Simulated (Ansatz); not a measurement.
# HfC (Fm-3m): modes against uniaxial strain along [001]

Aim: how do the optical modes of HfC (Fm-3m) shift and split under this strain?

Main program and level: Ansatz 0.2.0; DFT PBEsol, scalar-relativistic, plane waves, PAW; PAW set soft_1.

The database entry behind the starting cell differs from later determinations by our own check (about 0.2 % long), so it need not match the best structure at ambient conditions.

**1. The structure**

Symmetry: Fm-3m, No. 225, cubic system. The conventional cell has a = 4.650 Å, b = 4.650 Å, c = 4.650 Å, α = 90.00°, β = 90.00°, γ = 90.00°. C has 6 Hf at 2.33 Å nearest. Hf has 6 C at 2.33 Å nearest. Farther neighbours are not listed.

**2. Bringing the structure to rest**

Harmonic phonons are second derivatives at a point where the forces vanish, and they are wanted at zero stress, so atoms and cell are relaxed first.

Contents of input.yaml:

```yaml
crystal:
  lattice:
    - [0.0, 2.325, 2.325]
    - [2.325, 0.0, 2.325]
    - [2.325, 2.325, 0.0]
  atoms:
    - { symbol: C, position: [0.0, 0.0, 0.0] }
    - { symbol: Hf, position: [0.5, 0.5, 0.5] }
kpoints:
  mp_grid: { grid: [16, 16, 16] }
hamiltonian:
  xc: pbesol
  pseudopotentials: { kind: paw, azcp: { folder: soft_1 }, xc_functional: pbe }
scf:
  occupations: { method: gaussian, width: 0.1 }
output:
  forces: true
  stress: true
  eigenvalues: true
  write_density: true
  write_potential: true
  elf: true
  volumetric_format: npy
relax:
  adjacent_minimum: "off"
  f_tol: 0.005
  max_steps: 80
  cell: { stress_tol: 0.05 }
```

Command:

```
$ ansatz run input.yaml --threads 4 --pin off --max-ram 10240MiB --backend cpu --events-out ev --progress --plain --runs-dir out
```

Numbers of over 12 decimals in the logs are rounded to 6 here.

The program printed:

```text
Engine: ansatz 0.2.0, aarch64-unknown-linux-gnu
Pseudopotentials: kind: paw
Pseudopotential: C, paw, valence charge 4, recommended cutoff 420 eV (normal), soft_1/C.paw.azcp
Pseudopotential: Hf, paw, valence charge 26, recommended cutoff 420 eV (normal), soft_1/Hf.paw.azcp
Functional definition: PBEsol
  exchange = pbesol_x
  correlation = pbesol_c
Crystal: 2 atoms, lattice volume = 25.136 Å³
Basis set: ecut = 420 eV, 531 PW (Γ), exchange–correlation on 48×48×48 points (8 copies of the dense FFT grid, shifted against one another)
Bands: 19, of which v1, the nominal top of the filled ones, is band 15 counted from 1 (14 counted from 0)
Symmetry: 48 space group operations
Space group: Fm-3m (ITA 225), of the structure as read, at distance tolerance 2.9e-5 Å
k-points: 145 of 4096
Non-local potential: C, projectors of the file, l = 0: 2, l = 1: 2, l = 2: 1
Non-local potential: Hf, projectors of the file, l = 0: 3, l = 1: 2, l = 2: 2, l = 3: 3
PAW form: soft (Blöchl's): semilocal exchange-correlation on the pseudo side does not see the compensation charge
PAW frozen core: C, regenerated for the run's functional, and the local potential with it (the file was generated under x = pbe(κ = 0.804, μ = 0.219515), c = pbe(β = 0.066725))
PAW frozen core: Hf, regenerated for the run's functional, and the local potential with it (the file was generated under x = pbe(κ = 0.804, μ = 0.219515), c = pbe(β = 0.066725))
PAW one-centre angular grid: C, 110 points (default); XC on 64 Gauss nodes
PAW one-centre angular grid: Hf, 590 points (default); XC on 64 Gauss nodes
Initial density: superposition of atomic densities (chi_scale 0.1, normalization cell, long waves kept (reshape's long-wave potential 0.00 eV rms))
Initial wavefunctions: pseudopotential atomic-orbital guess
Functional: x = pbesol(κ = 0.804, μ = 0.123457), c = pbesol(β = 0.046)
SCF iter   1: F=—  HF=-15848.031419 eV  |F-HF|=—  |Δ(HF+E_count)|=         —  Δρ=8.43e-2  dr2=2.46e0  ethr=3.10e-3  ⟨swp⟩=5.3  Hψ=12374  notcnv=0
preconditioner: auto → Kerker (q_TF=auto, 2.810 Å⁻¹)  [metal: Δε(μ)=0.066 eV  Ē_g=17.592 eV  σ=0.100 eV  W_gap=0.34  n_scr=14 (ndim 8)  ℏωp=39.2 eV  f_vac=0.000  D(μ)=0.23/eV (n_scr^D=0)]
SCF iter   2: F=—  HF=-15847.529167 eV  |F-HF|=—  |Δ(HF+E_count)|=   5.02e-1  Δρ=3.28e-2  dr2=2.66e-1  ethr=3.10e-3  ⟨swp⟩=2.4  Hψ=5153  notcnv=0  defer=4
SCF iter   3: F=—  HF=-15847.476433 eV  |F-HF|=—  |Δ(HF+E_count)|=   5.27e-2  Δρ=1.43e-2  dr2=3.24e-2  ethr=8.88e-4  ⟨swp⟩=2.2  Hψ=5835  notcnv=0  defer=2
SCF iter   4: F=—  HF=-15847.468114 eV  |F-HF|=—  |Δ(HF+E_count)|=   8.32e-3  Δρ=8.15e-3  dr2=7.98e-3  ethr=1.08e-4  ⟨swp⟩=2.4  Hψ=5685  notcnv=0  defer=2
SCF iter   5: F=—  HF=-15847.468201 eV  |F-HF|=—  |Δ(HF+E_count)|=   8.75e-5  Δρ=1.46e-3  dr2=2.75e-4  ethr=2.66e-5  ⟨swp⟩=2.4  Hψ=4704  notcnv=0  defer=1
SCF iter   6: F=—  HF=-15847.468163 eV  |F-HF|=—  |Δ(HF+E_count)|=   3.79e-5  Δρ=2.51e-4  dr2=1.57e-5  ethr=9.16e-7  ⟨swp⟩=3.1  Hψ=5034  notcnv=0  defer=1
SCF iter   7: F=—  HF=-15847.468168 eV  |F-HF|=—  |Δ(HF+E_count)|=   4.09e-6  Δρ=6.64e-5  dr2=8.09e-7  ethr=5.24e-8  ⟨swp⟩=2.2  Hψ=5026  notcnv=0  defer=1
SCF iter   8: F=-15847.468167 eV  HF=-15847.468167 eV  |F-HF|=8.69e-10  |Δ(HF+E_count)|=   2.63e-8  Δρ=1.40e-5  dr2=2.86e-8  ethr=3.33e-10  ⟨swp⟩=12.7  Hψ=26371  notcnv=0
SCF 1 converged in 8 iterations: F = -15847.468167 eV  dr2 = 2.86e-8
  Residual-converged pass: ⟨swp⟩=1.0  Hψ=3340  notcnv=0  max |occ|·‖R‖ = 7.1e-9 eV (tolerance 1.0e-8 eV)  dr2=2.86e-8  dr2_onsite=4.17e-9  max |Δocc| = 5.2e-10
  greatest PAW one-centre occupation: 0.998 electrons in one spin orbital (limit 2), on the Hf atom at site 1 (counted from 0), in its partial waves of l = 0
relax step   1: F+E_penalty+E_count = -15847.46816748 eV  Δ(F+E_penalty+E_count) = +0.000e0 eV  max|allowed force component| = 5.180e-29 eV/Å  Δτ_max = 0.0000 Å  P = -6.514 GPa  Ω = 25.136 Å³  (8 SCF iters, dr2 threshold 1.00e-7 eV, accepted)
Crystal: 2 atoms, lattice volume = 23.941 Å³
Basis set: ecut = 420 eV, 459 PW (Γ), exchange–correlation on 48×48×48 points (8 copies of the dense FFT grid, shifted against one another)
Initial density: handed on by an earlier stage of this run
Initial wavefunctions: those handed on with the density
iter 1 solved again at ethr=4.10e-5 eV; its pass at ethr=3.10e-3 eV (dr2=1.23e-2 eV) is discarded
SCF iter   1: F=—  HF=-15847.478326 eV  |F-HF|=—  |Δ(HF+E_count)|=         —  Δρ=6.63e-3  dr2=1.25e-2  ethr=4.10e-5  ⟨swp⟩=1.3  Hψ=16512  notcnv=0
preconditioner: auto → Kerker (q_TF=auto, 2.833 Å⁻¹)  [metal: Δε(μ)=0.014 eV  Ē_g=18.198 eV  σ=0.100 eV  W_gap=0.08  n_scr=14 (ndim 8)  ℏωp=40.2 eV  f_vac=0.000  D(μ)=0.45/eV (n_scr^D=0)]
SCF iter   2: F=—  HF=-15847.475565 eV  |F-HF|=—  |Δ(HF+E_count)|=   2.76e-3  Δρ=2.06e-3  dr2=1.15e-3  ethr=4.10e-5  ⟨swp⟩=2.0  Hψ=3478  notcnv=0
SCF iter   3: F=—  HF=-15847.475335 eV  |F-HF|=—  |Δ(HF+E_count)|=   2.30e-4  Δρ=7.34e-4  dr2=9.62e-5  ethr=3.83e-6  ⟨swp⟩=2.2  Hψ=4404  notcnv=0
SCF iter   4: F=—  HF=-15847.475281 eV  |F-HF|=—  |Δ(HF+E_count)|=   5.43e-5  Δρ=5.12e-4  dr2=6.52e-5  ethr=3.21e-7  ⟨swp⟩=2.2  Hψ=5090  notcnv=0
SCF iter   5: F=—  HF=-15847.475263 eV  |F-HF|=—  |Δ(HF+E_count)|=   1.80e-5  Δρ=9.73e-5  dr2=1.92e-6  ethr=2.17e-7  ⟨swp⟩=2.1  Hψ=4912  notcnv=0
SCF iter   6: F=—  HF=-15847.475265 eV  |F-HF|=—  |Δ(HF+E_count)|=   1.46e-6  Δρ=4.27e-5  dr2=4.09e-7  ethr=6.40e-9  ⟨swp⟩=2.3  Hψ=5170  notcnv=0
SCF iter   7: F=-15847.475264 eV  HF=-15847.475265 eV  |F-HF|=8.27e-8  |Δ(HF+E_count)|=   1.65e-8  Δρ=8.54e-6  dr2=9.63e-9  ethr=6.67e-10  ⟨swp⟩=13.0  Hψ=26768  notcnv=0
SCF 2 converged in 7 iterations: F = -15847.475264 eV  dr2 = 9.63e-9
  Residual-converged pass: ⟨swp⟩=1.0  Hψ=3341  notcnv=0  max |occ|·‖R‖ = 7.1e-9 eV (tolerance 1.0e-8 eV)  dr2=9.63e-9  dr2_onsite=1.20e-7  max |Δocc| = 2.1e-10
relax step   2: F+E_penalty+E_count = -15847.47526447 eV  Δ(F+E_penalty+E_count) = -7.097e-3 eV  max|allowed force component| = 7.231e-29 eV/Å  Δτ_max = 0.0000 Å  P = +5.459 GPa  Ω = 23.941 Å³  energy of the carried Pulay correction = +1.387e-3 eV  (7 SCF iters, dr2 threshold 2.00e-7 eV, accepted)
Crystal: 2 atoms, lattice volume = 24.472 Å³
iter 1 solved again at ethr=1.02e-5 eV; its pass at ethr=3.10e-3 eV (dr2=3.06e-3 eV) is discarded
SCF iter   1: F=—  HF=-15847.483837 eV  |F-HF|=—  |Δ(HF+E_count)|=         —  Δρ=3.06e-3  dr2=2.78e-3  ethr=1.02e-5  ⟨swp⟩=2.1  Hψ=15621  notcnv=0
preconditioner: auto → Kerker (q_TF=auto, 2.823 Å⁻¹)  [metal: Δε(μ)=0.006 eV  Ē_g=18.199 eV  σ=0.100 eV  W_gap=0.03  n_scr=14 (ndim 8)  ℏωp=39.7 eV  f_vac=0.000  D(μ)=0.46/eV (n_scr^D=0)]
SCF iter   2: F=—  HF=-15847.483226 eV  |F-HF|=—  |Δ(HF+E_count)|=   6.11e-4  Δρ=9.52e-4  dr2=2.52e-4  ethr=9.26e-6  ⟨swp⟩=2.0  Hψ=3488  notcnv=0
SCF iter   3: F=—  HF=-15847.483175 eV  |F-HF|=—  |Δ(HF+E_count)|=   5.03e-5  Δρ=3.11e-4  dr2=1.93e-5  ethr=8.39e-7  ⟨swp⟩=2.1  Hψ=4385  notcnv=0
SCF iter   4: F=—  HF=-15847.483169 eV  |F-HF|=—  |Δ(HF+E_count)|=   6.72e-6  Δρ=2.20e-4  dr2=1.28e-5  ethr=6.44e-8  ⟨swp⟩=2.2  Hψ=4755  notcnv=0
SCF iter   5: F=—  HF=-15847.483165 eV  |F-HF|=—  |Δ(HF+E_count)|=   3.61e-6  Δρ=4.69e-5  dr2=6.25e-7  ethr=4.27e-8  ⟨swp⟩=2.4  Hψ=3924  notcnv=0
SCF iter   6: F=—  HF=-15847.483165 eV  |F-HF|=—  |Δ(HF+E_count)|=   2.02e-7  Δρ=2.02e-5  dr2=8.93e-8  ethr=6.67e-10  ⟨swp⟩=12.2  Hψ=26528  notcnv=0
SCF iter   7: F=-15847.483165 eV  HF=-15847.483165 eV  |F-HF|=1.75e-10  |Δ(HF+E_count)|=   2.18e-8  Δρ=3.79e-6  dr2=2.72e-9  ethr=2.98e-10  ⟨swp⟩=9.8  Hψ=20082  notcnv=0
SCF 3 converged in 7 iterations: F = -15847.483165 eV  dr2 = 2.72e-9
relax step   3: F+E_penalty+E_count = -15847.48316526 eV  Δ(F+E_penalty+E_count) = -7.901e-3 eV  max|allowed force component| = 2.656e-29 eV/Å  Δτ_max = 0.0000 Å  P = -0.209 GPa  Ω = 24.472 Å³  energy of the carried Pulay correction = +7.630e-4 eV  (7 SCF iters, dr2 threshold 2.00e-7 eV, accepted)
[...]
relax step   4: F+E_penalty+E_count = -15847.48320269 eV  Δ(F+E_penalty+E_count) = -3.743e-5 eV  max|allowed force component| = 1.696e-29 eV/Å  Δτ_max = 0.0000 Å  P = -0.001 GPa  Ω = 24.451 Å³  energy of the carried Pulay correction = +7.869e-4 eV  (3 SCF iters, dr2 threshold 1.10e-7 eV, accepted)
Initial wavefunctions: pseudopotential atomic-orbital guess (no wavefunctions were taken with the density)
iter 1 solved again at ethr=1.17e-9 eV; its pass at ethr=3.10e-3 eV (dr2=3.50e-7 eV) is discarded
SCF iter   1: F=—  HF=-15847.482481 eV  |F-HF|=—  |Δ(HF+E_count)|=         —  Δρ=6.20e-5  dr2=1.27e-7  ethr=1.17e-9  ⟨swp⟩=6.1  Hψ=25884  notcnv=3
preconditioner: auto → Kerker (q_TF=auto, 2.823 Å⁻¹)  [metal: Δε(μ)=0.005 eV  Ē_g=18.179 eV  σ=0.100 eV  W_gap=0.03  n_scr=14 (ndim 8)  ℏωp=39.7 eV  f_vac=0.000  D(μ)=0.46/eV (n_scr^D=0)]
SCF iter   2: F=—  HF=-15847.482480 eV  |F-HF|=—  |Δ(HF+E_count)|=   1.51e-6  Δρ=4.04e-5  dr2=1.20e-7  ethr=4.24e-10  ⟨swp⟩=3.1  Hψ=5783  notcnv=0
SCF iter   3: F=—  HF=-15847.482480 eV  |F-HF|=—  |Δ(HF+E_count)|=   1.18e-8  Δρ=2.34e-5  dr2=2.89e-8  ethr=3.99e-10  ⟨swp⟩=2.8  Hψ=5514  notcnv=0
SCF iter   4: F=—  HF=-15847.482480 eV  |F-HF|=—  |Δ(HF+E_count)|=   2.33e-8  Δρ=3.95e-6  dr2=8.86e-10  ethr=9.63e-11  ⟨swp⟩=2.9  Hψ=4855  notcnv=0
SCF iter   5: F=—  HF=-15847.482480 eV  |F-HF|=—  |Δ(HF+E_count)|=  8.40e-10  Δρ=8.55e-7  dr2=8.49e-11  ethr=2.95e-12  ⟨swp⟩=2.2  Hψ=5004  notcnv=0
SCF iter   6: F=-15847.482480 eV  HF=-15847.482480 eV  |F-HF|=3.64e-12  |Δ(HF+E_count)|=  7.28e-12  Δρ=2.04e-7  dr2=7.97e-12  ethr=1.00e-12  ⟨swp⟩=8.8  Hψ=17649  notcnv=0
SCF 5 converged in 6 iterations: F = -15847.482480 eV  dr2 = 7.97e-12
relax step   5: F+E_penalty+E_count = -15847.48247986 eV  Δ(F+E_penalty+E_count) = +7.228e-4 eV  max|allowed force component| = 1.338e-29 eV/Å  Δτ_max = 0.0000 Å  P = -0.033 GPa  Ω = 24.451 Å³  stress off target by 3.32e-2 GPa  SCF on the basis re-selected at this cell (its energy is not comparable with the rows above)  (6 SCF iters)
basis re-selected at this cell: Δ(F+E_penalty+E_count) = +7.228e-4 eV, ΔP = -0.032 GPa vs the last step (what re-selecting the basis moved, of the pressure what is left beyond the Pulay correction that the steps carried, after the strain that the cell walked since its last selection, with what the two solves' SCF thresholds leave and, on support functions, any second-order correction that the steps lacked; it is no m [...]
SCF converged after 6 iterations
Free energy (F): -15847.482480 eV
Harris-Foulkes:  -15847.482480 eV  (|F-HF|=3.64e-12)
Internal energy: -15847.480192 eV  (E = F + TS)
E sigma→0 (E₀):  -15847.481336 eV
Entropy (-TS):   -0.002288 eV (-1.144 meV/atom)
Fermi energy:    18.982194 eV
--- Per-component energies (eV) ---
  E_band       = 80.578682
  E_kinetic    = 494.916612
  E_local      = -6154.399135  (includes V_loc(G=0)·N_el)
  E_nonlocal   = 91.324405
  E_hartree    = 3017.672923
  E_xc         = -312.445466
  E_vxc        = -314.013889  (∫ρ·V_xc dr)
  E_paw        = -7673.666049  (= ΣΔE_a)
  E_vpaw       = -72.595128  (= ΣTr[D̂ρ^β])
  E_aug_tail   = 0.000101  (compensation charges beyond the density's cutoff)
  E_ewald      = -5312.155740
  E_core_change = 1.272157  (= ΣΔE_core)
  E_smearing   = -0.002288  (= −TS)
  E_closure    = 0.000000  (closes the sum)
  Σ components = -15847.482480   (vs F -15847.482480, Δ=0.00e0)
--- Forces (eV/Å), atoms counted from 1 ---
  atom   1  C     -0.00000000     0.00000000    -0.00000000
  atom   2  Hf     0.00000000     0.00000000    -0.00000000
  max |Σ_I F_I| component: 2.37e-29 eV/Å
--- Stress (GPa, compression-positive) ---
       -0.033162      -0.000000      -0.000000
       -0.000000      -0.033162      -0.000000
       -0.000000      -0.000000      -0.033162
  P = ⅓ Tr σ = -0.0332 GPa (-0.332 kbar)
--- Band table (eV; the first three rows and the last of 145) ---
  k-point 0: bands = [... 11 lower, 8.1569, 20.0834, 20.0834, 20.0834, 20.3083, 20.3083, 20.3083, 22.4032]
  k-point 1: bands = [... 11 lower, 8.1571, 19.2616, 19.5176, 19.5176, 20.5561, 20.5561, 20.8847, 22.9310]
  k-point 2: bands = [... 11 lower, 8.1573, 18.1835, 18.6794, 18.6794, 20.8999, 20.8999, 21.3280, 24.0413]
  k-point 144: bands = [... 11 lower, 9.3768, 15.9280, 16.2235, 16.2235, 22.7140, 22.7140, 25.9073, 26.2492]
--- Relaxed structure (4 steps of the walk, 4 accepted, 1 SCFs on fresh bases) ---
  F+E_penalty+E_count = -15847.48247986 eV   max|allowed force component| = 1.338e-29 eV/Å   (the final SCF, on the basis selected at the relaxed cell)
  cell:  # Å, volume = 24.4509 Å³
    - [0, 2.303679, 2.303679]
    - [2.303679, 0, 2.303679]
    - [2.303679, 2.303679, 0]
  atoms:
    - { symbol: C, position: [0, 0, 0] }
    - { symbol: Hf, position: [0.5, 0.5, 0.5] }
```

Run time: 7.8 s. Hardware: 4 threads of Arm Neoverse V1, shared host; peak memory 0.39 GiB; 29 s of CPU time.

Step by step:

```csv
step,energy less that of the first step (eV),largest force component (eV/Å),pressure (GPa),volume (Å³)
1,0.0000,0.0000,-6.51,25.14
2,-0.0071,0.0000,5.46,23.94
3,-0.0150,0.0000,-0.21,24.47
4,-0.0150,0.0000,0.00,24.45
5*,-0.0143,0.0000,-0.03,24.45
```

Relaxation steps marked * repeat the geometry before them on a plane-wave basis chosen anew for their cell, so energy and pressure can jump there.

Forces are held to the 48 operations that the run works with; a distortion that breaks them can't arise in this run.

```csv
"conventional cell, symmetrised",before,after,change
a (Å),4.650,4.607,-0.9 %
b (Å),4.650,4.607,-0.9 %
c (Å),4.650,4.607,-0.9 %
volume (Å³/atom),12.57,12.23,-2.7 %
```

Final coordinates:

```xyz
2
Lattice="0.0000 2.3037 2.3037 2.3037 0.0000 2.3037 2.3037 2.3037 0.0000" Properties=species:S:1:pos:R:3 pbc="T T T"
C     0.0000    0.0000    0.0000
Hf    2.3037    2.3037    2.3037
```

This step gave:

- pressure: -0.03316 GPa
- volume per atom: 12.23 Å³
- gap on the k-mesh: 0 eV

ELF in the ac plane of the conventional cell at fractional y = 0.000, with atoms of C and Hf within 0.2 Å of it. It is the smooth field of the valence electrons, not physical close to the nuclei.

Values, 14 rows by 14 columns, each cell a mean:
```
0.28 0.63 0.74 0.36 0.35 0.72 0.84 0.85 0.81 0.55 0.25 0.58 0.74 0.41
0.72 0.77 0.70 0.33 0.20 0.50 0.72 0.77 0.64 0.31 0.19 0.55 0.76 0.74
0.59 0.57 0.48 0.26 0.14 0.20 0.35 0.39 0.27 0.14 0.18 0.40 0.55 0.58
0.27 0.22 0.18 0.19 0.26 0.33 0.36 0.37 0.35 0.31 0.24 0.18 0.19 0.25
0.60 0.46 0.21 0.18 0.48 0.70 0.74 0.74 0.73 0.63 0.31 0.14 0.31 0.55
0.83 0.75 0.46 0.22 0.57 0.77 0.63 0.53 0.71 0.73 0.35 0.27 0.64 0.81
0.85 0.83 0.60 0.27 0.59 0.72 0.28 0.11 0.53 0.74 0.37 0.39 0.77 0.85
0.85 0.81 0.55 0.25 0.58 0.74 0.41 0.28 0.63 0.74 0.36 0.35 0.72 0.84
0.77 0.64 0.31 0.19 0.55 0.76 0.74 0.72 0.77 0.70 0.33 0.20 0.50 0.72
0.39 0.27 0.14 0.18 0.40 0.55 0.58 0.59 0.57 0.48 0.26 0.14 0.20 0.35
0.37 0.35 0.31 0.24 0.18 0.19 0.25 0.27 0.22 0.18 0.19 0.26 0.33 0.36
0.74 0.73 0.63 0.31 0.14 0.31 0.55 0.60 0.46 0.21 0.18 0.48 0.70 0.74
0.53 0.71 0.73 0.35 0.27 0.64 0.81 0.83 0.75 0.46 0.22 0.57 0.77 0.63
0.11 0.53 0.74 0.37 0.39 0.77 0.85 0.85 0.83 0.60 0.27 0.59 0.72 0.28
```
Columns run along a (4.6 Å), rows up along c (4.6 Å), edges of the conventional cell, whose origin can differ from the input's. Atoms in or near the plane, at fractional coordinates: C at (0.00, 0.00), C at (0.50, 0.50), Hf at (0.50, 0.00), Hf at (0.00, 0.50).

Electrostatic potential energy in the ac plane of the conventional cell at fractional y = 0.000, with atoms of C and Hf within 0.2 Å of it. With pseudopotentials it is smooth inside the atoms' cores, unlike the true potential.

Ten even steps from '0' (-35 eV) to '9' (19 eV), each cell a mean:
```
03896355448960
57998533469996
99999866789999
88999998999998
45799988999864
43589731599744
64489500188635
54489600389635
34699965799853
67899999999986
89999988899999
89998644579998
15997444358973
01886356448950
```
Columns run along a (4.6 Å; values clipped at the 3rd and 97th percentile), rows up along c (4.6 Å), edges of the conventional cell, whose origin can differ from the input's. Atoms in or near the plane, at fractional coordinates: C at (0.00, 0.00), C at (0.50, 0.50), Hf at (0.50, 0.00), Hf at (0.00, 0.50).

Valence density in the ac plane of the conventional cell at fractional y = 0.000, with atoms of C and Hf within 0.2 Å of it. It is the smooth field of the valence electrons, not physical close to the nuclei.

Values in e/Å³, 14 rows by 14 columns, each cell a mean:
```
 2  1  1  0  1  6 26 36 14  2  1  1  1  2
 1  1  1  0  0  2  6  8  3  1  0  0  1  1
 1  0  0  0  0  0  1  1  1  0  0  0  0  1
 1  0  0  0  0  0  0  1  0  0  0  0  0  1
 3  1  0  0  0  1  1  1  1  0  0  0  1  2
19  8  1  0  0  1  1  2  1  1  0  1  3 14
50 19  3  1  1  1  2  2  2  1  1  1  8 36
36 14  2  1  1  1  2  2  1  1  0  1  6 26
 8  3  1  0  0  1  1  1  1  1  0  0  2  6
 1  1  0  0  0  0  1  1  0  0  0  0  0  1
 1  0  0  0  0  0  1  1  0  0  0  0  0  0
 1  1  0  0  0  1  2  3  1  0  0  0  1  1
 2  1  1  0  1  3 14 19  8  1  0  0  1  1
 2  2  1  1  1  8 36 50 19  3  1  1  1  2
```
Columns run along a (4.6 Å), rows up along c (4.6 Å), edges of the conventional cell, whose origin can differ from the input's. Atoms in or near the plane, at fractional coordinates: C at (0.00, 0.00), C at (0.50, 0.50), Hf at (0.50, 0.00), Hf at (0.00, 0.50).

In this step the volume went from 12.57 to 12.23 Å³/atom.

**3. Tight relaxation**

Phonons need small forces and stress, so the relaxation is finished with tight tolerances on 16×16×16 k points.

input.yaml, the sections that differ from step 2:

```yaml
crystal:
  lattice:
    - [0.0, 2.3036785237, 2.3036785237]
    - [2.3036785237, 0.0, 2.3036785237]
    - [2.3036785237, 2.3036785237, 0.0]
  atoms:
    - { symbol: C, position: [0.0, 0.0, 0.0] }
    - { symbol: Hf, position: [0.5, 0.5, 0.5] }
scf:
  occupations: { method: methfessel_paxton, width: 0.2 }
output:
  forces: true
  stress: true
  eigenvalues: true
relax:
  adjacent_minimum: "off"
  f_tol: 0.001
  max_steps: 60
  cell: { stress_tol: 0.01 }
# kpoints, hamiltonian: as in step 2
```

The program printed:

```text
[...]
Crystal: 2 atoms, lattice volume = 24.451 Å³
Basis set: ecut = 420 eV, 531 PW (Γ), exchange–correlation on 48×48×48 points (8 copies of the dense FFT grid, shifted against one another)
Bands: 19, of which v1, the nominal top of the filled ones, is band 15 counted from 1 (14 counted from 0)
Symmetry: 48 space group operations
[...]
k-points: 145 of 4096
[...]
k-point 144: bands = [... 11 lower, 9.3795, 15.9305, 16.2262, 16.2262, 22.7171, 22.7171, 25.9108, 26.2530]
--- Relaxed structure (3 steps of the walk, 3 accepted, 1 SCFs on fresh bases) ---
[...]
cell:  # Å, volume = 24.4478 Å³
    - [0, 2.303580, 2.303580]
    - [2.303580, 0, 2.303580]
    - [2.303580, 2.303580, 0]
  atoms:
    - { symbol: C, position: [0, 0, 0] }
    - { symbol: Hf, position: [0.5, 0.5, 0.5] }
[key lines of the parts left out:]
SCF converged after 6 iterations
Free energy (F): -15847.482024 eV
Fermi energy:    18.986593 eV
P = ⅓ Tr σ = -0.0003 GPa (-0.003 kbar)
```

Elapsed: 5.5 s, on 4 threads; peak memory 0.38 GiB.

Little changed from the start: no atom moved by 0.005 Å and no cell edge by 0.1 %.

Numbers from this step:

```
pressure        : -2.85e-4 GPa
volume per atom : 12.22 Å³
```

The forces vanish by symmetry and the pressure is 0.000 GPa, within the tolerances set. The cell now holds 12.22 Å³/atom.

[end of part 1 of 2]

[Logs are printed without paths, hosts, clocks, repeated set-up lines and the standing remarks that a program may print on its own settings, such as how far it seeks lower states.]

[Hosts, paths, dates, database ids (printed as entryN), source tags and the programs' standing remarks are cut or masked in the printed files.]
